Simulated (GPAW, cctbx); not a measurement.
# How far are the atoms of CaBeSb from free atoms?

Aim: compute the bonding part of the density of CaBeSb, find which reflections carry it, and see how it biases an ordinary refinement.

The start was made by putting kin elements into a known structure type; the compound need not exist, or be stable, in this form. All numbers below are calculated.

### 1. Find the equilibrium geometry

The density hangs on the geometry, so cell and atoms are relaxed first, with the symmetry held. The cutoff is set higher than for the density because stress converges slowly with plane waves.

Settings: GPAW 26.7.0, PBE, 570 eV, 5×5×3 k-points (along the axes of the calculation cell), Fermi–Dirac width 0.1 eV, BFGS to 0.03 eV/Å.

```text
cell
1.0
     4.391000000    0.000000000    0.000000000
    -2.195500000    3.802717548    0.000000000
     0.000000000    0.000000000    8.343000000
Sb Ca Be
2 2 2
Direct
0.666666667 0.333333333 0.750000000
0.333333333 0.666666667 0.250000000
0.000000000 0.000000000 0.500000000
0.000000000 0.000000000 0.000000000
0.666666667 0.333333333 0.250000000
0.333333333 0.666666667 0.750000000
```

```console
$ OMP_NUM_THREADS=1 mpirun -n 4 gpaw python run.py > gpaw.log
```

```text
BFGS:    0      -22.605518        0.937968
BFGS:    1      -22.631876        0.901136
BFGS:    2      -22.857424        0.446335
BFGS:    3      -22.934442        0.484148
BFGS:    4      -22.938268        0.468853
BFGS:    5      -22.988596        0.167323
BFGS:    6      -22.999412        0.051767
BFGS:    7      -23.000343        0.012839
cell  4.1677 4.1677 8.9259  90.00 90.00 120.00
volume 134.269 A^3, largest force 0.000 eV/A, largest stress 0.09 GPa
```

After 7 steps the volume has changed by -3.6 % and the energy by -0.395 eV; the largest stress left is 0.09 GPa. It took 80 s on 4 cores of Arm Neoverse V1 (shared host), peak memory 1 GiB.

Relaxed structure: P6_3/mmc (no. 194), a = 4.1677 Å, b = 4.1677 Å, c = 8.9259 Å, α = 90.00°, β = 90.00°, γ = 120.00°.

```csv
atom,mult.,x,y,z
Sb1,2,2/3,1/3,3/4
Ca1,2,0,0,1/2
Be1,2,2/3,1/3,1/4
```

### 2. The all-electron density

X-rays see the whole electron density, so the PAW density is rebuilt with its core regions. Subtracting spherical free atoms from the same code cancels the cores and leaves the deformation density Δρ, the part due to bonding.

Settings: PBE, 450 eV, 7×7×3 k-points (along the axes of the calculation cell), Fermi–Dirac width 0.1 eV; primitive cell of 6 atoms.

```console
$ OMP_NUM_THREADS=1 mpirun -n 4 gpaw python run.py > gpaw.log
```

```text
|iter:   1|       0s |  -22.647994 | +0.42 |       |
|iter:   2|       1s |  -23.000444 | -0.48 | -1.34 |
|iter:   3|       2s |  -22.895857 | -1.90 | -1.43 |
...
|iter:  10|      10s |  -22.855796c| -6.12 | -4.25c|
|iter:  11|      11s |  -22.855797c| -7.10 | -4.54c|
|iter:  12|      12s |  -22.855797c| -7.72c| -5.00c|
```

```text
grid (42, 42, 90)  electrons 150.000  moved by bonding 0.926 e
deformation density beyond 0.5 A of the nuclei: max 0.077, min -0.054 e/A^3
atom        x       y       z   Voronoi charge  moment
Sb1    0.6667  0.3333  0.7500     -0.027       0.00
Sb2    0.3333  0.6667  0.2500     -0.027       0.00
Ca3    0.0000  0.0000  0.5000      0.160       0.00
Ca4    0.0000  0.0000  0.0000      0.160       0.00
Be5    0.6667  0.3333  0.2500     -0.134       0.00
Be6    0.3333  0.6667  0.7500     -0.134       0.00
mean inner potential of superposed free atoms 16.581 V
total magnetic moment 0.000 muB
```

Deformation density in a plane through the shortest contact of the Sb atom at the origin, in 0.01 e/Å³ (clipped at ±99); x from -1.6 to 4.0 Å, y from 2.4 down to -2.4 Å:

```text
  3   .   5   1   0  -1  -1  -2  -2  -1   0   0  -2  -2   .  -5
  .   .   .  -1  -1  -1  -2  -2  -2  -2  -1  -2  -3   .   .   .
  0   4   4   3   2   0  -1  -2  -2  -1   0   1  -1  -5  -5  -4
 -1   2   7   7   4   0  -1  -1  -1  -1   0   4   6   3  -1  -2
  0   3   5   3  -1  -3  -2   1   1  -1  -1   3   7   6   2   0
 -1   0  -1  -4   .  -6  -3   4   5   1   3   .   3   1   0  -1
 -1  -1  -3  -6   .   .  -4   5   7   4   .   .   3  -2  -1  -1
 -1   0  -1  -4   .  -6  -2   4   5   1   3   .   3   1   0  -1
  0   3   5   3  -1  -3  -2   1   1  -1  -1   3   7   6   2   0
 -1   2   6   7   4   0  -1  -1  -1  -1   0   4   6   3  -1  -2
  0   4   4   3   2   0  -1  -2  -2  -1   0   1  -1  -5  -4  -4
  .   .   .  -1  -1  -1  -2  -2  -2  -2  -1  -2  -3   .   .   .
  3   .   5   1   0  -1  -1  -2  -2  -1   0   0  -2  -2   .  -5
```

Atoms in or within 0.15 Å of the plane: Sb (3.6, -2.1), Sb (3.6, 2.1), Sb (0.0, 0.0), Be (2.4, 0.0), Be (-1.2, -2.1), Be (-1.2, 2.1) Å. Dots mark points within about 0.45 Å of a nucleus; large values next to them are atomic features.

Be gains most (-0.13 e) and Ca loses most (+0.16 e), which isn't the order of electronegativity: valence and coordination count too, and Voronoi cells cut space at the midplane whatever the atoms' sizes. Such charges fall far short of formal ones, since overlapping free atoms already put density on their neighbours. Along the shortest contact from the Sb atom at the map's origin, Sb–Be at 2.41 Å, Δρ is +0.08 e/Å³ at the midpoint: a modest build-up. At the midpoints of other shortest contacts it is 0.00 (Sb–Ca, 3.28 Å) and -0.01 (Ca–Be, 3.28 Å) e/Å³. Point values carry grid noise of about 0.01 e/Å³. The run needed 12 iterations, 19 s.

### 3. From the density to structure factors

The Fourier components of Δρ, added to those of the free atoms, give the static X-ray structure factors; the Mott–Bethe relation turns them into the Fourier components V of the potential that fast electrons feel.

```text
static structure factors of the conventional cell: F in electrons, V (Mott-Bethe) in volts
   h  k  l      d  |F| table  |F| free   |F| DFT   change   |V| free  |V| DFT  change %
   0  0  2  4.4629    64.965    64.937    65.131    0.194     3.443    3.311     -3.8
   1  0  0  3.6093    15.240    15.225    15.383    0.158     0.100    0.170     70.3
   1  0  1  3.3461    72.096    72.093    71.949   -0.144     3.560    3.615      1.5
   1  0  2  2.8064    74.315    74.355    74.610    0.255     5.551    5.482     -1.2
   1  0  3  2.2958    65.729    65.730    65.564   -0.166     2.821    2.850      1.1
   0  0  4  2.2315   110.258   110.283   110.229   -0.054     6.751    6.761      0.1
   1  1  0  2.0838   107.484   107.497   107.317   -0.181     6.301    6.327      0.4
   1  0  4  1.8980    13.924    13.911    13.799   -0.112     0.134    0.148     10.3
   1  1  2  1.8882    52.992    52.973    52.672   -0.301     2.072    2.109      1.8
   2  0  0  1.8047    13.855    13.833    13.454   -0.380     0.130    0.172     32.5
   2  0  1  1.7689    59.966    59.957    59.893   -0.064     2.291    2.298      0.3
   2  0  2  1.6731    60.686    60.684    60.509   -0.175     3.279    3.296      0.5
   1  0  5  1.6002    57.453    57.437    57.371   -0.065     2.095    2.101      0.3
   2  0  3  1.5430    56.502    56.483    56.456   -0.028     2.026    2.028      0.1
```

The largest X-ray change is -0.38 e on 200, 2.7 % of |F|. For electrons V goes as (Z − F)/g², so a change of F counts against Z − F, which is small at low angle and wherever the atoms' terms cancel: |V| of 200 moves by +32.5 % (0.13 to 0.17 V) against -2.7 % in |F|. The last three rows still change by up to 0.17 e; the table stops while the angles are still low. The tabulated Hartree–Fock atoms differ from the free DFT atoms by up to 0.04 e, so the choice of reference atom matters too.

### 4. Which functional?

The same geometry is run with other functionals, to see whether the bonding signal is larger than the spread between approximations. Free atoms are LDA for LDA and PBE otherwise. Any other changed setting is in the row's label.

| run | ΔF 200 (e) | ΔF 112 (e) | ΔF 102 (e) | q(Be) (e) | moved (e) | time |
| --- | --- | --- | --- | --- | --- | --- |
| PBE | -0.380 | -0.301 | +0.255 | -0.134 | 0.926 | 19 s |
| LDA | -0.375 | -0.297 | +0.263 | -0.128 | 0.929 | 18 s |
| revPBE | -0.390 | -0.315 | +0.254 | -0.140 | 0.955 | 19 s |

At the base's settings ΔF(200) spans -0.390 to -0.375 e, a spread of 4 % of the PBE value; over the three listed reflections the spread is at most 6 %, so sign and size hold across the functionals. Times are from shared hosts.

### 5. Refining ordinary atoms against data with bonding

Routine crystallography fits spherical atoms. To see the bias, intensities are simulated from tabulated atoms plus the DFT change ΔF, so that bonding alone can misfit (4174 reflections of the full sphere, merged to the counts below, to 0.5 Å, 1 % proportional noise plus counting noise, assumed isotropic U as listed, Δρ smeared by the mean U) and refined with cctbx over different ranges.

```
                    range  data      R1  GooF  U Sb1 (true 0.0053)  U Ca1 (true 0.0074)  U Be1 (true 0.0108)  largest shift (Å)  Δρ max, min (e/Å³)
                 all data   251  0.0025  1.04               0.0053               0.0074               0.0112             0.0000         0.14, -0.11
 low resolution, d > 0.84    62  0.0025  1.25               0.0053               0.0075               0.0114             0.0000         0.07, -0.09
     high order, d < 0.75   167  0.0026  0.96               0.0053               0.0074               0.0113             0.0000         0.11, -0.09
occupancies free, d > 0.7   101  0.0023  1.12               0.0053               0.0074               0.0113             0.0000         0.08, -0.11
```

With all data GooF is 1.04, so at this noise the bonding hardly shows; the top residual peak lies 0.65 Å from Sb and 1.86 Å from Be. No U is off by more than 3 s.u. at low resolution. Symmetry fixes every coordinate, so the shifts are zero by construction. With Sb1 held at 1 and the scale free, the other occupancies refine to Ca1 0.999(0.002) and Be1 1.002(0.013), within three s.u. of full.

### 6. Answer

Bonding moves 0.93 e in the primitive cell of CaBeSb and changes the structure factors of the conventional cell in the table above by at most 0.38 e (200, 2.7 %). The shortest bond, Sb–Be, has Δρ = +0.08 e/Å³ at its midpoint. At the base's settings ΔF(200) spans -0.390 to -0.375 e, a spread of 4 % of the PBE value; over the three listed reflections the spread is at most 6 %, so sign and size hold across the functionals. With all data GooF is 1.04, so at this noise the bonding hardly shows. Limits: static density, frozen cores, no spin–orbit coupling.

[Outputs are excerpts: Python notices, other lines and further rows are left out; steps that failed or that the build refused (PBEsol, TPSS) are not shown.]

[Logs are printed without paths, hosts, clocks, repeated set-up lines and the standing remarks that a program may print on its own settings, such as how far it seeks lower states.]
